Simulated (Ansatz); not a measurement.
In doubt: masses and optical values from hybrid runs of this build are listed as unsure (in some of the runs), which bears on the screening that GW takes from such a start.

System: LaInO3 (Pnma).

The structure is orthorhombic, space group Pnma (No. 62). The conventional cell has a = 5.940 Å, b = 8.216 Å, c = 5.723 Å, α = 90.00°, β = 90.00°, γ = 90.00°. Nearest to La lie 8 O at 2.38 to 2.94 Å. In has 6 O at 2.16 to 2.17 Å nearest. O has 2 In at 2.17 Å and 2 La at 2.38 to 2.50 Å nearest. Nearest to O lie 2 In at 2.16 to 2.17 Å and 3 La at 2.40 to 2.94 Å. Farther neighbours and most contacts between anions are not listed.

```xyz
20
Lattice="5.9404 0.0000 0.0000 0.0000 8.2158 0.0000 0.0000 0.0000 5.7229" Properties=species:S:1:pos:R:3 pbc="T T T"
La    5.6219    2.0539    0.0876
La    3.2887    6.1618    2.9490
La    2.6517    2.0539    2.7739
La    0.3185    6.1618    5.6353
In    0.0000    0.0000    2.8615
In    2.9702    0.0000    0.0000
In    2.9702    4.1079    0.0000
In    0.0000    4.1079    2.8615
O     0.2636    2.0539    3.5064
O     2.7066    6.1618    0.6450
O     3.2338    2.0539    5.0779
O     5.6768    6.1618    2.2165
O     1.1765    0.4876    1.1193
O     1.7937    7.7282    3.9807
O     4.1467    3.6203    1.7422
O     4.7639    4.5955    4.6036
O     4.7639    7.7282    4.6036
O     4.1467    0.4876    1.7422
O     1.7937    4.5955    3.9807
O     1.1765    3.6203    1.1193
```

Geometry: measured cell, ions relaxed with r2SCAN. The runs that relaxed it are not among those shown. Spin-orbit coupling is left out unless a run names it. PAW set soft_2, made with PBE.

Gaps computed with Ansatz 0.2.0 without a self-energy: HSE06 4.37 eV, r2SCAN 3.56 eV and PBE0 5.09 eV.

Question: What gap should G0W0 on HSE06 give (2×2×2 mesh, 436 empty bands, screening to 78 eV, default PAW files)?

About 4.80 eV: on its mesh the run moves the gap from 4.38 eV by +0.42 eV. Among the scalar-relativistic levels given, PBE0 is nearest (+0.29 eV). Bands and cutoff are finite, so the gap is not at the basis limit. The miss can reach some tenths of an eV and take either sign; the mesh is an error of its own. The 2×2×2 mesh is coarse for this cell (its supercell is 11 Å along the shortest edge). The RPA ε∞ on it, from the HSE06 start, is 3.69, 3.79 and 3.85; such meshes misread the long-range screening, most where the gap is narrow. Empty 4f levels lie among the conduction bands. Their place in the start is unsure; it enters the screening, and the edge itself where they lie low. The many-body steps are scalar-relativistic: spin-orbit coupling is not in them.

[Paths, hosts, dates, memory and timing lines, banners, echoed tables and standing remarks are left out of the program output.]

[Logs are printed without paths, hosts, clocks, repeated set-up lines and the standing remarks that a program may print on its own settings, such as how far it seeks lower states.]

[Runs of the session that timed out or met a known fault of the program may be left out.]

[Cells called generated may have been cut or substituted from an entry of the Crystallography Open Database or the Materials Project.]

[Hosts, paths, dates, database ids (printed as entryN), source tags and the programs' standing remarks are cut or masked in the printed files.]
